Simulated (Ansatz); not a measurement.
# Ag (Fm-3m): phonon-mediated transition temperature, part 2 of 2

What Tc do the phonons of Ag (Fm-3m) give, and how does it depend on μ*? The cell shown first is a relaxed one, from steps not shown here.

Ansatz 0.2.0; DFT PBE, scalar-relativistic, plane waves, PAW.

So far, highest frequency, solved or plainly interpolated (cm⁻¹): step 2 (electron–phonon run: q 3×3×3, k 9×9×9, scattering 16×16×16) 159.

### 3. Coupling and resistivity: q 4×4×4, k 12×12×12, scattering 16×16×16

The next rung changes the q mesh, which sets the reach of the force constants and couplings; the k mesh of the density and its response.

input.yaml reads:

```yaml
crystal:
  lattice:
    - [0.0, 2.0753695766, 2.0753695766]
    - [2.0753695766, 0.0, 2.0753695766]
    - [2.0753695766, 2.0753695766, 0.0]
  atoms:
    - { symbol: Ag, position: [0.0, 0.0, 0.0] }
kpoints:
  mp_grid: { grid: [12, 12, 12] }
hamiltonian:
  xc: pbe
scf:
  occupations: { method: methfessel_paxton, width: 0.2 }
output:
  eigenvalues: true
phonons:
  method: dfpt
  qmesh: [4, 4, 4]
  temperatures: { t_max: 1000, t_step: 50 }
  qpath:
    path:
      - [[0.0, 0.0, 0.0], [0.5, 0.0, 0.5], [0.625, 0.25, 0.625]]
      - [[0.375, 0.375, 0.75], [0.0, 0.0, 0.0], [0.5, 0.5, 0.5], [0.5, 0.25, 0.75], [0.5, 0.0, 0.5]]
    npoints: 10
  electrical_resistivity:
    mesh: [16, 16, 16]
    temperatures: [20.0, 50.0, 80.0, 100.0, 150.0, 200.0, 273.0, 300.0, 400.0, 500.0, 600.0, 800.0]
  superconductivity: { mesh: [16, 16, 16] }
```

Launch:

```bash
> ansatz run input.yaml --threads 4 --pin off --max-ram 10240MiB --backend cpu --events-out ev --progress --plain --runs-dir out
```

Numbers of over 12 decimals in the logs are rounded to 6 here.

Log:

```text
[...]
Crystal: 1 atoms, lattice volume = 17.878 Å³
Basis set: ecut = 420 eV, 339 PW (Γ), exchange–correlation on 40×40×40 points (8 copies of the dense FFT grid, shifted against one another)
Bands: 14, of which v1, the nominal top of the filled ones, is band 10 counted from 1 (9 counted from 0)
Symmetry: 48 space group operations
k-points: 72 of 1728
[...]
SCF iter   1: F=—  HF=-7590.548940 eV  |F-HF|=—  |Δ(HF+E_count)|=         —  Δρ=8.24e-4  dr2=3.34e-5  ethr=1.77e-3  ⟨swp⟩=4.1  Hψ=4768  notcnv=0
[...]
SCF iter   8: F=-7590.549142 eV  HF=-7590.549142 eV  |F-HF|=0.00e0  |Δ(HF+E_count)|=  5.46e-12  S|Δr|=    0.00e0  Δρ=1.22e-8  dr2=2.58e-14  ethr=1.00e-12  ⟨swp⟩=5.8  Hψ=3915  notcnv=0
SCF 1 converged in 8 iterations: F = -7590.549142 eV  dr2 = 2.58e-14
[...]
NSCF: frozen V_eff on 72 k-points
[...]
SCF iter   1: F=—  HF=-7590.548940 eV  |F-HF|=—  |Δ(HF+E_count)|=         —  Δρ=8.24e-4  dr2=3.34e-5  ethr=1.77e-3  ⟨swp⟩=4.1  Hψ=4768  notcnv=0
[...]
SCF iter   8: F=-7590.549142 eV  HF=-7590.549142 eV  |F-HF|=0.00e0  |Δ(HF+E_count)|=  5.46e-12  S|Δr|=    0.00e0  Δρ=1.25e-8  dr2=2.85e-14  ethr=1.00e-12  ⟨swp⟩=2.1  Hψ=1992  notcnv=0
SCF 2 converged in 8 iterations: F = -7590.549142 eV  dr2 = 2.85e-14
[...]
SCF converged after 8 iterations
[...]
Free energy (F): -7590.549142 eV
[...]
Internal energy: -7590.549448 eV  (E = F + TS)
E sigma→0 (E₀):  -7590.549219 eV
Entropy (-TS):   0.000306 eV (0.306 meV/atom)
Fermi energy:    16.247374 eV
[...]
--- Band table (eV; the first three rows and the last of 72) ---
  k-point 0: bands = [... 6 lower, 11.6994, 11.6994, 12.6546, 12.6546, 32.1020, 35.4120, 35.4120, 35.4120]
  k-point 1: bands = [... 6 lower, 11.7536, 11.7536, 12.6355, 12.6355, 32.0534, 33.8793, 35.4712, 35.4712]
  k-point 2: bands = [... 6 lower, 11.8624, 11.8624, 12.6312, 12.6312, 30.2012, 32.9278, 35.5387, 35.5387]
  k-point 71: bands = [... 6 lower, 11.4543, 12.6671, 13.5831, 22.0928, 22.0928, 22.9759, 24.2439, 38.3764]
[...]
ASR residual: 4.586e-6 → 0.000e0 eV/Å²; symmetrization residual: 6.063e-12 eV/Å²
  ASR residual per site (eV/Å²): 4.59e-6
  Γ frequencies (cm⁻¹): 0.00 0.00 0.00
--- Phonons (arbitrary-q DFPT): 8 irreducible q on the 4×4×4 mesh ---
[...]
interpolated dispersion: 62 rows × 3 modes
[...]
--- Electrical resistivity: potentials and phonons of a 4×4×4 supercell ---
[...]
at the Fermi level of each mesh (of a tensor a third of its trace):
[...]
16×16×16                     0.1384              8.9616    0.1422    0.1339          11.671
          8×8×8                     0.1389              9.0547    0.1464    0.1419          11.655
          4×4×4                     0.1504              9.3969    0.1539    0.1583          11.412
  resistivity on the deck's mesh, µΩ·cm:
[...]
20.00     5.6503e-3              no     5.6503e-3     5.6503e-3     5.6503e-3       1.1900e-2         7.2000e-3
     50.00     1.5171e-1              no     1.5171e-1     1.5171e-1     1.5171e-1       1.8156e-1         1.5384e-1
     80.00     3.8535e-1             yes     3.8535e-1     3.8535e-1     3.8535e-1       4.1231e-1         3.9682e-1
    100.00     5.3911e-1             yes     5.3911e-1     5.3911e-1     5.3911e-1       5.6432e-1         5.5969e-1
    150.00     9.0363e-1             yes     9.0363e-1     9.0363e-1     9.0363e-1       9.3011e-1         9.4616e-1
    200.00      1.2516e0             yes      1.2516e0      1.2516e0      1.2516e0        1.2833e0          1.3142e0
    273.00      1.7471e0             yes      1.7471e0      1.7471e0      1.7471e0        1.7884e0          1.8371e0
    300.00      1.9284e0             yes      1.9284e0      1.9284e0      1.9284e0        1.9736e0          2.0282e0
    400.00      2.5956e0             yes      2.5956e0      2.5956e0      2.5956e0        2.6557e0          2.7309e0
    500.00      3.2600e0             yes      3.2600e0      3.2600e0      3.2600e0        3.3358e0          3.4300e0
    600.00      3.9238e0             yes      3.9238e0      3.9238e0      3.9238e0        4.0161e0          4.1274e0
    800.00      5.2534e0             yes      5.2534e0      5.2534e0      5.2534e0        5.3815e0          5.5232e0
[...]
vibrations of 64 cells: unjudged by the run; compare a larger repeat
[...]
--- Superconductivity: potentials and phonons of a 4×4×4 supercell ---
           mesh         λ    ħω_log (meV)  μ* declared at (meV)
       16×16×16    0.1422          11.671               13.092
          8×8×8    0.1464          11.655               12.992
          4×4×4    0.1539          11.412               12.778
  λ by the species' shares of the modes' patterns: Ag 0.1422
[...]
0.08      0.000         0.000    none_found    none_found    none_found    none_found     none_found
      0.10      0.000         0.000    none_found    none_found    none_found    none_found     none_found
      0.12      0.000         0.000    none_found    none_found    none_found    none_found     none_found
      0.13      0.000         0.000    none_found    none_found    none_found    none_found     none_found
      0.14          -             -    none_found    none_found    none_found    none_found     none_found
      0.16          -             -    none_found    none_found    none_found    none_found     none_found
      0.20          -             -    none_found    none_found    none_found    none_found     none_found
  none_found: no transition down to 0.1 K
[...]
vibrations of 64 cells: unjudged by the run; compare a larger repeat
[...]
```

The job ended after 2 min (4 threads of Arm Neoverse V2, shared host; peak memory 3 GiB; 7.6 min of CPU time).

Numbers from this step:

```
zero point energy                                 : 0.01877 eV/cell
highest frequency, solved or plainly interpolated : 158.3 cm⁻¹
Debye temperature (second moment)                 : 196 K
resistivity at 300 K                              : 1.928 μΩ cm
coupling constant λ                               : 0.1422
density of states at the Fermi level              : 0.1384 states/eV a spin and cell
transport coupling constant λ_tr                  : 0.1339, 0.1339, 0.1339 (xx, yy, zz)
Drude plasma energy                               : 8.962, 8.962, 8.962 eV (xx, yy, zz)
resistivity times mean free path                  : 8.677, 8.677, 8.677 × 10⁻¹⁶ Ω m² (xx, yy, zz)
second-moment phonon energy ħω₂                   : 13.09 meV
coupling λ by branch                              : 0.042, 0.0552, 0.045 (branches by rank of frequency)
```

An empty cell: under 1 mK by a formula, or no transition down to the floor of the Eliashberg search. Transition temperatures:

```
  μ*  McMillan Tc (K)  Allen–Dynes Tc (K)
0.08                -                   -
 0.1                -                   -
0.12                -                   -
0.13                -                   -
0.14                -                   -
0.16                -                   -
 0.2                -                   -
```

### 4. Resistivity: q 4×4×4, k 16×16×16, scattering 24×24×24

The next rung changes the k mesh of the density and its response; the scattering mesh, which samples the Fermi surface.

input.yaml, as its differences from that of step 3:

```diff
@@ -8,3 +8,3 @@
 kpoints:
-  mp_grid: { grid: [12, 12, 12] }
+  mp_grid: { grid: [16, 16, 16] }
 hamiltonian:
@@ -25,4 +25,4 @@
   electrical_resistivity:
-    mesh: [16, 16, 16]
+    mesh: [24, 24, 24]
     temperatures: [20.0, 50.0, 80.0, 100.0, 150.0, 200.0, 273.0, 300.0, 400.0, 500.0, 600.0, 800.0]
-  superconductivity: { mesh: [16, 16, 16] }
+  superconductivity: { mesh: [24, 24, 24] }
```

Log:

```text
[...]
Crystal: 1 atoms, lattice volume = 17.878 Å³
Basis set: ecut = 420 eV, 339 PW (Γ), exchange–correlation on 40×40×40 points (8 copies of the dense FFT grid, shifted against one another)
Bands: 14, of which v1, the nominal top of the filled ones, is band 10 counted from 1 (9 counted from 0)
Symmetry: 48 space group operations
k-points: 145 of 4096
[...]
SCF iter   1: F=—  HF=-7590.554711 eV  |F-HF|=—  |Δ(HF+E_count)|=         —  Δρ=7.68e-4  dr2=1.54e-5  ethr=1.77e-3  ⟨swp⟩=4.0  Hψ=9593  notcnv=0
[...]
SCF iter   6: F=-7590.554951 eV  HF=-7590.554951 eV  |F-HF|=3.64e-12  |Δ(HF+E_count)|=  6.55e-10  S|Δr|=    0.00e0  Δρ=2.21e-7  dr2=2.46e-12  ethr=1.00e-12  ⟨swp⟩=4.8  Hψ=9978  notcnv=0
SCF 1 converged in 6 iterations: F = -7590.554951 eV  dr2 = 2.46e-12
[...]
SCF iter   1: F=—  HF=-7590.554711 eV  |F-HF|=—  |Δ(HF+E_count)|=         —  Δρ=7.68e-4  dr2=1.54e-5  ethr=1.77e-3  ⟨swp⟩=4.0  Hψ=9593  notcnv=0
[...]
SCF iter   6: F=-7590.554951 eV  HF=-7590.554951 eV  |F-HF|=4.55e-12  |Δ(HF+E_count)|=  6.55e-10  S|Δr|=    0.00e0  Δρ=2.21e-7  dr2=2.46e-12  ethr=1.00e-12  ⟨swp⟩=1.8  Hψ=6054  notcnv=0
SCF 2 converged in 6 iterations: F = -7590.554951 eV  dr2 = 2.46e-12
[...]
SCF converged after 6 iterations
[...]
Free energy (F): -7590.554951 eV
[...]
Internal energy: -7590.554939 eV  (E = F + TS)
E sigma→0 (E₀):  -7590.554948 eV
Entropy (-TS):   -0.000012 eV (-0.012 meV/atom)
Fermi energy:    16.269243 eV
[...]
--- Band table (eV; the first three rows and the last of 145) ---
  k-point 0: bands = [... 6 lower, 11.6958, 11.6958, 12.6507, 12.6507, 32.1014, 35.4117, 35.4117, 35.4117]
  k-point 1: bands = [... 6 lower, 11.7273, 11.7273, 12.6389, 12.6389, 32.1040, 34.4191, 35.4472, 35.4472]
  k-point 2: bands = [... 6 lower, 11.8055, 11.8055, 12.6199, 12.6199, 31.4918, 33.1099, 35.5190, 35.5190]
  k-point 144: bands = [... 6 lower, 11.4510, 12.6633, 13.5789, 22.0915, 22.0915, 22.9748, 24.2426, 38.3755]
[...]
ASR residual: 5.956e-6 → 0.000e0 eV/Å²; symmetrization residual: 8.185e-12 eV/Å²
  ASR residual per site (eV/Å²): 5.96e-6
  Γ frequencies (cm⁻¹): 0.00 0.00 0.00
--- Phonons (arbitrary-q DFPT): 8 irreducible q on the 4×4×4 mesh ---
[...]
interpolated dispersion: 62 rows × 3 modes
[...]
--- Electrical resistivity: potentials and phonons of a 4×4×4 supercell ---
[...]
at the Fermi level of each mesh (of a tensor a third of its trace):
[...]
24×24×24                     0.1375              8.9480    0.1432    0.1340          11.688
       12×12×12                     0.1375              8.9529    0.1436    0.1356          11.689
          6×6×6                     0.1412              9.1925    0.1506    0.1456          11.697
  resistivity on the deck's mesh, µΩ·cm:
[...]
20.00     5.6211e-3              no     5.6211e-3     5.6211e-3     5.6211e-3       1.1701e-2         7.0983e-3
     50.00     1.5463e-1             yes     1.5463e-1     1.5463e-1     1.5463e-1       1.8186e-1         1.5506e-1
     80.00     3.9171e-1             yes     3.9171e-1     3.9171e-1     3.9171e-1       4.1366e-1         4.0051e-1
    100.00     5.4746e-1             yes     5.4746e-1     5.4746e-1     5.4746e-1       5.6633e-1         5.6494e-1
    150.00     9.1674e-1             yes     9.1674e-1     9.1674e-1     9.1674e-1       9.3367e-1         9.5512e-1
    200.00      1.2695e0             yes      1.2695e0      1.2695e0      1.2695e0        1.2884e0          1.3269e0
    273.00      1.7718e0             yes      1.7718e0      1.7718e0      1.7717e0        1.7957e0          1.8553e0
    300.00      1.9555e0             yes      1.9555e0      1.9555e0      1.9555e0        1.9816e0          2.0486e0
    400.00      2.6312e0             yes      2.6312e0      2.6312e0      2.6312e0        2.6659e0          2.7587e0
    500.00      3.3024e0             yes      3.3024e0      3.3024e0      3.3024e0        3.3468e0          3.4642e0
    600.00      3.9712e0             yes      3.9712e0      3.9712e0      3.9712e0        4.0261e0          4.1670e0
    800.00      5.3042e0             yes      5.3042e0      5.3042e0      5.3042e0        5.3831e0          5.5682e0
[...]
not converged in the mesh (λ_tr; the resistivity at 20 K by 3.82 %): between neighbouring meshes, the two finest first, λ moves by 0.33 % and 4.86 %, λ_tr by 1.21 % and 7.37 % and the resistivity by up to 3.82 % and 3.22 %; an estimate, no bound, puts it up to 8.6e-7 % above the Boltzmann equation's exact value after up to 5 iterations (at most 30 are made, fewer where the estimate is under 1.0e-6 % of each spin channel's own resistivity)
  vibrations of 64 cells: unjudged by the run; compare a larger repeat
[...]
--- Superconductivity: potentials and phonons of a 4×4×4 supercell ---
           mesh         λ    ħω_log (meV)  μ* declared at (meV)
       24×24×24    0.1432          11.688               13.095
       12×12×12    0.1436          11.689               13.074
          6×6×6    0.1506          11.697               13.003
  λ by the species' shares of the modes' patterns: Ag 0.1432
[...]
0.08      0.000         0.000    none_found    none_found    none_found    none_found     none_found
      0.10      0.000         0.000    none_found    none_found    none_found    none_found     none_found
      0.12      0.000         0.000    none_found    none_found    none_found    none_found     none_found
      0.13      0.000         0.000    none_found    none_found    none_found    none_found     none_found
      0.14          -             -    none_found    none_found    none_found    none_found     none_found
      0.16          -             -    none_found    none_found    none_found    none_found     none_found
      0.20          -             -    none_found    none_found    none_found    none_found     none_found
  none_found: no transition down to 0.1 K
[...]
converged in the mesh: between neighbouring meshes, the two finest first, λ moves by 0.33 % and 4.86 % and the anisotropic transition temperature over the full bandwidth at μ* = 0.13 by nothing (neither mesh has one) and nothing (neither mesh has one); converged means that the two finest part by at most 2.00 % and 5.00 %
  vibrations of 64 cells: unjudged by the run; compare a larger repeat
[...]
```

Wall time 3.4 min (4 threads); peak memory 3 GiB.

This step gave:

```yaml
zero_point_energy: 0.01889 eV/cell
highest_frequency_solved_or_plainly_interpolated: 156.6 cm⁻¹
debye_temperature_second_moment: 197 K
resistivity_at_300_k: 1.956 μΩ cm
coupling_constant_lambda: 0.1432
density_of_states_at_the_fermi_level: 0.1375 states/eV a spin and cell
log_mean_phonon_energy_omega_log: 11.69 meV
transport_coupling_constant_lambda_tr: 0.134, 0.134, 0.134 (xx, yy, zz)
drude_plasma_energy: 8.948, 8.948, 8.948 eV (xx, yy, zz)
resistivity_times_mean_free_path: 8.732, 8.732, 8.732 × 10⁻¹⁶ Ω m² (xx, yy, zz)
second_moment_phonon_energy_omega: 13.10 meV
coupling_lambda_by_branch: 0.042, 0.0555, 0.0456 (branches by rank of frequency)
```

An empty cell: under 1 mK by a formula, or no transition down to the floor of the Eliashberg search. Transition temperatures:

```
  μ*  McMillan Tc (K)  Allen–Dynes Tc (K)
0.08                -                   -
 0.1                -                   -
0.12                -                   -
0.13                -                   -
0.14                -                   -
0.16                -                   -
 0.2                -                   -
```

Table of Eliashberg function α²F by phonon energy; read off at these points:

| phonon energy (meV) | α²F | α²F tr |
| --- | --- | --- |
| 0.50 | 0 | 0 |
| 1.00 | 1.0e-4 | 0 |
| 1.50 | 5.3e-4 | 3.1e-5 |
| 2.00 | 9.6e-4 | 1.6e-4 |
| 2.50 | 0.00149 | 3.9e-4 |
| 3.00 | 0.00224 | 6.3e-4 |
| 3.50 | 0.00308 | 0.00118 |
| 4.00 | 0.00400 | 0.00183 |
| 4.50 | 0.00508 | 0.00268 |
| 5.00 | 0.00629 | 0.00377 |
| 5.50 | 0.00785 | 0.00529 |
| 6.00 | 0.00956 | 0.00743 |
| 6.50 | 0.0119 | 0.0105 |
| 7.00 | 0.0150 | 0.0148 |
| 7.50 | 0.0186 | 0.0200 |
| 8.00 | 0.0235 | 0.0270 |
| 8.50 | 0.0313 | 0.0384 |
| 9.00 | 0.0441 | 0.0588 |
| 9.50 | 0.0477 | 0.0635 |
| 10.00 | 0.0526 | 0.0663 |
| 10.50 | 0.0628 | 0.0757 |
| 11.00 | 0.0798 | 0.0933 |
| 11.50 | 0.103 | 0.115 |
| 12.00 | 0.123 | 0.128 |
| 12.15 | 0.127 | 0.128 |
| 12.50 | 0.0911 | 0.0962 |
| 13.00 | 0.0745 | 0.0721 |
| 13.50 | 0.0768 | 0.0644 |
| 14.00 | 0.0801 | 0.0626 |
| 14.50 | 0.0767 | 0.0564 |
| 15.00 | 0.0690 | 0.0486 |
| 15.50 | 0.0576 | 0.0399 |
| 16.00 | 0.0242 | 0.0156 |
| 16.50 | 0.0677 | 0.0480 |
| 17.00 | 0.132 | 0.0955 |
| 17.50 | 0.147 | 0.112 |
| 17.80 | 0.153 | 0.122 |
| 18.00 | 0.130 | 0.106 |
| 18.50 | 0.0723 | 0.0599 |
| 19.00 | 0.0381 | 0.0316 |

For the highest frequency, solved or plainly interpolated, step 3 gave 158 cm⁻¹; this run, with k-mesh 16×16×16 and scattering mesh 24×24×24, gives 157 cm⁻¹.

### 5. Summary of results

```yaml
meshes: q 4×4×4, k 16×16×16, scattering 24×24×24
coupling_constant_lambda: 0.143
log_mean_phonon_energy_omega_log: 11.7 meV
```

What this shows: In the last run (PBE, q 4×4×4, k 16×16×16, scattering 24×24×24), with λ = 0.14 and ħω_log = 11.7 meV, Tc at μ* = 0.13 is under 1 mK by the formulas. Wikipedia's list of superconducting elements holds no transition of Ag at normal pressure, in line with the calculation. In that run Allen and Dynes's formula gives no transition above 0.05 K at μ* = 0.10 or more. The run's transport test calls it not converged in the mesh. Over the runs, λ takes the values 0.148, 0.142 and 0.143, in the order shown. μ* is a typed number, phonons are harmonic, and spin fluctuations are left out; with λ this near or under μ*(1 + 0.62 λ), the formulas give Tc only to its order of magnitude, or none.

[Logs are printed without paths, hosts, clocks, repeated set-up lines and the standing remarks that a program may print on its own settings, such as how far it seeks lower states.]

[Hosts, paths, dates, database ids (printed as entryN), source tags and the programs' standing remarks are cut or masked in the printed files.]
